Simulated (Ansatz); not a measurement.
**Debugging a many-body input for CaMoO4 (I4_1/a)**

A first try at the G0W0 gap of CaMoO4 (I4_1/a), what the program said, and an input that works.

Program: Ansatz 0.2.0. Level of theory: G0W0 on r2SCAN, plane waves, PAW. Results are calculated unless marked as measured.

## 1. Set-up

Symmetry: I4_1/a, No. 88, tetragonal system. Conventional cell: a = 5.224 Å, b = 5.224 Å, c = 11.428 Å, α = 90.00°, β = 90.00°, γ = 90.00°. Ca has 8 O at 2.44 to 2.47 Å nearest. Nearest to Mo lie 4 O at 1.77 Å. Nearest to O lie 1 Mo at 1.77 Å and 2 Ca at 2.44 to 2.47 Å. Farther neighbours and most contacts between anions are not listed.

As a file:

```cif
data_structure
_symmetry_space_group_name_H-M 'P 1'
_symmetry_Int_Tables_number 1
_cell_length_a 6.8041
_cell_length_b 6.8041
_cell_length_c 6.8041
_cell_angle_alpha 134.854
_cell_angle_beta 134.854
_cell_angle_gamma 65.757
_cell_volume 155.92
loop_
_atom_site_label
_atom_site_type_symbol
_atom_site_fract_x
_atom_site_fract_y
_atom_site_fract_z
_atom_site_occupancy
Ca1 Ca 0.75000 0.25000 0.50000 1
Ca2 Ca 0.00000 0.00000 0.00000 1
Mo3 Mo 0.25000 0.75000 0.50000 1
Mo4 Mo 0.50000 0.50000 0.00000 1
O5 O 0.57776 0.98246 0.89142 1
O6 O 0.73246 0.34104 0.90470 1
O7 O 0.09104 0.68634 0.10858 1
O8 O 0.43634 0.82776 0.09530 1
O9 O 0.17224 0.26754 0.60858 1
O10 O 0.01754 0.90896 0.59530 1
O11 O 0.65896 0.56366 0.39142 1
O12 O 0.31366 0.42224 0.40470 1
```

The cell and positions come from the Crystallography Open Database and are kept as given unless a step says otherwise. The default PAW set here is soft_2. Its files were made with PBE.

## 2. First try

Input file input.yaml:

```yaml
crystal:
  lattice:
    - [-2.6118, 2.6118, 5.71425]
    - [2.6118, -2.6118, 5.71425]
    - [2.6118, 2.6118, -5.71425]
  atoms:
    - { symbol: Ca, position: [0.75, 0.25, 0.5] }
    - { symbol: Ca, position: [0.0, 0.0, 0.0] }
    - { symbol: Mo, position: [0.25, 0.75, 0.5] }
    - { symbol: Mo, position: [0.5, 0.5, 0.0] }
    - { symbol: O, position: [0.57776, 0.98246, 0.89142] }
    - { symbol: O, position: [0.73246, 0.34104, 0.9047] }
    - { symbol: O, position: [0.09104, 0.68634, 0.10858] }
    - { symbol: O, position: [0.43634, 0.82776, 0.0953] }
    - { symbol: O, position: [0.17224, 0.26754, 0.60858] }
    - { symbol: O, position: [0.01754, 0.90896, 0.5953] }
    - { symbol: O, position: [0.65896, 0.56366, 0.39142] }
    - { symbol: O, position: [0.31366, 0.42224, 0.4047] }
kpoints:
  mp_grid: { grid: [4, 4, 4] }
hamiltonian:
  xc: r2scan
scf:
  occupations: { method: fixed }
gw:
  n_empty_bands: 253
  ecut_chi: 10
  qp_bands: [v4, c4]
  qp_kpoints: band_edges
  screening: { model: contour_deformation }
```

The run is started by

```sh
> ansatz run input.yaml --threads 24 --pin off --max-ram 82944MiB --backend cuda --events-out ev --progress --plain --runs-dir out --devices 1 --max-vram 78GiB
```

Numbers of over 12 decimals in the logs are rounded to 6 here.

The log of the run:

```text
GPUs: using 1 of 1 available (devices: 1).
Engine: ansatz 0.2.0, aarch64-unknown-linux-gnu
Pseudopotentials: kind: paw
Pseudopotential: Ca, paw, valence charge 10, recommended cutoff 500 eV (meta_gga), Ca.paw.azcp
Pseudopotential: Mo, paw, valence charge 14, recommended cutoff 500 eV (meta_gga), Mo.paw.azcp
Pseudopotential: O, paw, valence charge 6, recommended cutoff 500 eV (meta_gga), O.paw.azcp
Functional definition: r2SCAN
  parameter k0 = 0.174
  parameter k1 = 0.065
  parameter a1 = 4.9479
  exchange = r2scan_x(k0 = k0, k1 = k1, a1 = a1)
  correlation = r2scan_c
[...]
Crystal: 12 atoms, lattice volume = 155.919 Å³
Basis set: ecut = 500 eV, 3997 PW (Γ), exchange–correlation on 200×200×200 points (64 copies of the dense FFT grid, shifted against one another)
Bands: 60, of which v1, the nominal top of the filled ones, is band 48 counted from 1 (47 counted from 0)
Symmetry: 8 space group operations
Space group: I41/a (ITA 88), of the structure as read, at distance tolerance 5.4e-5 Å
k-points: 14 of 64
Non-local potential: Ca, projectors of the file, l = 0: 3, l = 1: 2, l = 2: 2
Non-local potential: Mo, projectors of the file, l = 0: 3, l = 1: 2, l = 2: 2, l = 3: 1
Non-local potential: O, projectors of the file, l = 0: 2, l = 1: 2, l = 2: 1
PAW form: soft (Blöchl's): semilocal exchange-correlation on the pseudo side does not see the compensation charge
PAW frozen core: Ca, regenerated for the run's functional (the file was generated under x = pbe(κ = 0.804, μ = 0.219515), c = pbe(β = 0.066725))
PAW frozen core: Mo, regenerated for the run's functional (the file was generated under x = pbe(κ = 0.804, μ = 0.219515), c = pbe(β = 0.066725))
PAW frozen core: O, regenerated for the run's functional (the file was generated under x = pbe(κ = 0.804, μ = 0.219515), c = pbe(β = 0.066725))
PAW one-centre angular grid: Ca, 302 points (default); XC on 160 Gauss nodes
PAW one-centre angular grid: Mo, 590 points (default); XC on 160 Gauss nodes
PAW one-centre angular grid: O, 302 points (default); XC on 160 Gauss nodes
Initial density: superposition of atomic densities (neutral atoms: chi_scale 0, normalization atom), corrected by the library's trained network
Initial wavefunctions: pseudopotential atomic-orbital guess
[...]
Functional: x = r2scan, c = r2scan; τ floored in thin density (d = 2e-4 eV/Å³)
SCF iter   1: F=—  HF=-18139.389593 eV  |F-HF|=—  |Δ(HF+E_count)|=         —  Δρ=1.55e-2  dr2=5.63e-1  dr2_τ=7.73e-1  ethr=1.77e-3  ⟨swp⟩=5.0  Hψ=2981  notcnv=0  defer=130
preconditioner: auto → Resta (q_TF=auto, 2.516 Å⁻¹)  ε∞=4.2  [insulator: Δε(μ)=4.152 eV  Ē_g=14.396 eV  n_scr=36 (ndim 8)  ℏωp=25.9 eV  f_vac=0.040  ε∞_Penn≈4.2]
SCF iter   2: F=—  HF=-18139.473816 eV  |F-HF|=—  |Δ(HF+E_count)|=   8.42e-2  Δρ=8.64e-3  dr2=7.43e-2  dr2_τ=4.66e-2  ethr=5.86e-4  ⟨swp⟩=2.9  Hψ=1611  notcnv=0  defer=120
SCF iter   3: F=—  HF=-18139.463621 eV  |F-HF|=—  |Δ(HF+E_count)|=   1.02e-2  Δρ=3.11e-3  dr2=7.56e-3  dr2_τ=6.35e-4  ethr=7.74e-5  ⟨swp⟩=2.0  Hψ=1093  notcnv=0  defer=139
SCF iter   4: F=—  HF=-18139.462300 eV  |F-HF|=—  |Δ(HF+E_count)|=   1.32e-3  Δρ=6.09e-4  dr2=3.15e-4  dr2_τ=6.93e-5  ethr=7.87e-6  ⟨swp⟩=2.0  Hψ=1288  notcnv=0  defer=140
SCF iter   5: F=—  HF=-18139.462356 eV  |F-HF|=—  |Δ(HF+E_count)|=   5.55e-5  Δρ=1.24e-4  dr2=1.83e-5  dr2_τ=2.84e-6  ethr=3.29e-7  ⟨swp⟩=2.2  Hψ=1231  notcnv=0  defer=129
SCF iter   6: F=—  HF=-18139.462364 eV  |F-HF|=—  |Δ(HF+E_count)|=   8.04e-6  Δρ=1.83e-5  dr2=5.15e-7  dr2_τ=4.82e-8  ethr=1.90e-8  ⟨swp⟩=2.0  Hψ=1213  notcnv=0  defer=112
SCF iter   7: F=-18139.462364 eV  HF=-18139.462364 eV  |F-HF|=1.02e-8  |Δ(HF+E_count)|=   3.16e-7  Δρ=3.75e-6  dr2=2.85e-8  dr2_τ=2.08e-9  ethr=1.04e-10  ⟨swp⟩=12.9  Hψ=3598  notcnv=0
SCF 1 converged in 7 iterations: F = -18139.462364 eV  dr2 = 2.85e-8
[...]
NSCF: frozen V_eff on 14 k-points
[...]
SCF converged after 7 iterations
[...]
6    52     11.2242   -16.5429    -3.4913   -22.1755  0.8372    13.4248    13.3656  root
     7    45      5.9679   -25.4981     3.6246   -20.8271  0.8295     4.9077     4.9215  root
     7    46      6.1196   -25.5039     3.6365   -20.8164  0.8294     5.0547     5.0686  root
     7    47      6.3265   -25.7878     3.5692   -21.1992  0.8323     5.2949     5.3071  root
     7    48      6.3756   -25.7052     3.5879   -21.0982  0.8316     5.3440     5.3565  root
     7    49     10.6677   -15.6997    -3.5635   -21.4573  0.8391    12.9229    12.8619  root
     7    50     10.9458   -16.1588    -3.5617   -21.8787  0.8368    13.1659    13.1040  root
     7    51     10.9981   -16.0318    -3.5180   -21.7364  0.8394    13.2454    13.1848  root
     7    52     11.2193   -16.5501    -3.4954   -22.2051  0.8373    13.4392    13.3789  root
     8    45      6.0284   -25.5038     3.6653   -20.7796  0.8282     4.9551     4.9695  root
     8    46      6.0284   -25.5038     3.6653   -20.7796  0.8282     4.9551     4.9695  root
     8    47      6.0956   -25.5032     3.6054   -20.8660  0.8306     5.0507     5.0638  root
     8    48      6.0956   -25.5032     3.6054   -20.8660  0.8306     5.0507     5.0638  root
     8    49     10.7309   -15.7841    -3.5252   -21.4789  0.8391    12.9596    12.9004  root
[...]
13    48      6.5206   -25.8569     3.5689   -21.2812  0.8330     5.5020     5.5139  root
    13    49     10.6516   -15.2968    -3.5742   -21.0497  0.8403    12.8893    12.8304  root
    13    50     10.6516   -15.2968    -3.5742   -21.0497  0.8403    12.8893    12.8304  root
    13    51     10.9186   -15.9134    -3.4957   -21.6066  0.8403    13.1759    13.1161  root
    13    52     10.9186   -15.9134    -3.4957   -21.6066  0.8403    13.1759    13.1161  root
```

It took 11 s on 1 × NVIDIA GB200 (shared by 2 runs) with 24 threads of Arm Neoverse V2, shared host; peak memory 2.2 GiB; 49 s of CPU time.

Reading the cycles: dr2 is the Hartree energy of the density residual (eV), the measure of convergence; HF is the Harris–Foulkes estimate of the energy, which meets the free energy F at convergence.

**What went wrong?**

The run ended normally, though the input holds a fault or crude settings.

The fault: screening cutoff of 10 eV. Nearly all local fields and short-range correlation are left out.

It printed a gap of 7.08 eV, which is an artefact of the settings.

## 3. A better input

Now the one-shot GW correction: screening in the RPA, then the self-energy of the levels asked for.

input.yaml: that of step 2 with these lines changed.

```diff
@@ -25,4 +25,4 @@
 gw:
-  n_empty_bands: 253
-  ecut_chi: 10
+  n_empty_bands: 333
+  ecut_chi: 96
   qp_bands: [v4, c4]
```

The log of the run:

```text
GPUs: using 1 of 1 available (devices: 1).
[...]
Crystal: 12 atoms, lattice volume = 155.919 Å³
Basis set: ecut = 500 eV, 3997 PW (Γ), exchange–correlation on 200×200×200 points (64 copies of the dense FFT grid, shifted against one another)
Bands: 60, of which v1, the nominal top of the filled ones, is band 48 counted from 1 (47 counted from 0)
Symmetry: 8 space group operations
[...]
k-points: 14 of 64
[...]
SCF iter   1: F=—  HF=-18139.389593 eV  |F-HF|=—  |Δ(HF+E_count)|=         —  Δρ=1.55e-2  dr2=5.63e-1  dr2_τ=7.73e-1  ethr=1.77e-3  ⟨swp⟩=5.0  Hψ=2981  notcnv=0  defer=130
[...]
SCF iter   7: F=-18139.462364 eV  HF=-18139.462364 eV  |F-HF|=1.02e-8  |Δ(HF+E_count)|=   3.16e-7  Δρ=3.75e-6  dr2=2.85e-8  dr2_τ=2.08e-9  ethr=1.04e-10  ⟨swp⟩=12.9  Hψ=3598  notcnv=0
SCF 1 converged in 7 iterations: F = -18139.462364 eV  dr2 = 2.85e-8
[...]
NSCF: frozen V_eff on 14 k-points
[...]
SCF converged after 7 iterations
[...]
6    52     11.2242   -16.5429    -3.9422   -22.1755  0.7866    12.9477    12.9147  root
     7    45      5.9679   -25.4981     4.3708   -20.8271  0.7562     5.6664     5.6676  root
     7    46      6.1196   -25.5039     4.3960   -20.8164  0.7560     5.8269     5.8281  root
     7    47      6.3265   -25.7878     4.3442   -21.1992  0.7576     6.0814     6.0822  root
     7    48      6.3756   -25.7052     4.3597   -21.0982  0.7567     6.1275     6.1283  root
     7    49     10.6677   -15.6997    -4.1243   -21.4573  0.7912    12.3310    12.3011  root
     7    50     10.9458   -16.1588    -4.0341   -21.8787  0.7868    12.6651    12.6315  root
     7    51     10.9981   -16.0318    -4.0509   -21.7364  0.7910    12.6826    12.6518  root
[...]
13    49     10.6516   -15.2968    -4.1600   -21.0497  0.7942    12.2724    12.2445  root
    13    50     10.6516   -15.2968    -4.1600   -21.0497  0.7942    12.2724    12.2445  root
    13    51     10.9186   -15.9134    -4.0510   -21.6066  0.7927    12.5904    12.5607  root
    13    52     10.9186   -15.9134    -4.0510   -21.6066  0.7927    12.5904    12.5607  root
```

Elapsed: 12 s, on 1 × NVIDIA GB200 (shared by 2 runs) with 24 threads; peak memory 2.5 GiB; 41 s of CPU time.

This step gave:

```yaml
bands_summed: 381
rpa_eps_infinity_on_this_mesh_eigenvalues: 3.484, 3.484, 3.501
plane_waves_in_the_screening_matrix: 329
q_points_in_the_mesh: 64
g0w0_gap_on_the_mesh: 5.630 eV
k_of_the_valence_top: 0, 0, 0
k_of_the_conduction_bottom: 0, 0, 0
starting_gap_on_the_mesh: 3.849 eV
z_at_the_valence_top: 0.7579
z_at_the_conduction_bottom: 0.7953
least_direct_g0w0_gap_on_the_computed_points: 5.630 eV
```

The gap on the mesh goes from 3.85 eV to 5.63 eV, a correction of +1.78 eV. Between the two edge states, bare exchange in place of the xc potential would open the gap by 10.37 eV, and correlation takes back 8.59 eV.

## 4. Results

| Item | Value |
| --- | --- |
| first try | converged after 11 s |
| better run | G0W0 gap on the mesh 5.63 eV (4×4×4 mesh, 333 empty bands, screening to 96 eV) |

**Reading.** The second run differs in: empty bands and screening cutoff (eV). Bands and cutoff are finite, so the gap is not at the basis limit. The miss can reach some tenths of an eV and take either sign; the mesh is an error of its own. The many-body steps are scalar-relativistic: spin-orbit coupling is not in them.

[Paths, hosts, dates, memory and timing lines, banners, echoed tables and standing remarks are left out of the program output.]

[Logs are printed without paths, hosts, clocks, repeated set-up lines and the standing remarks that a program may print on its own settings, such as how far it seeks lower states.]

[Runs of the session that timed out or met a known fault of the program may be left out.]

[Cells called generated may have been cut or substituted from an entry of the Crystallography Open Database or the Materials Project.]

[Hosts, paths, dates, database ids (printed as entryN), source tags and the programs' standing remarks are cut or masked in the printed files.]
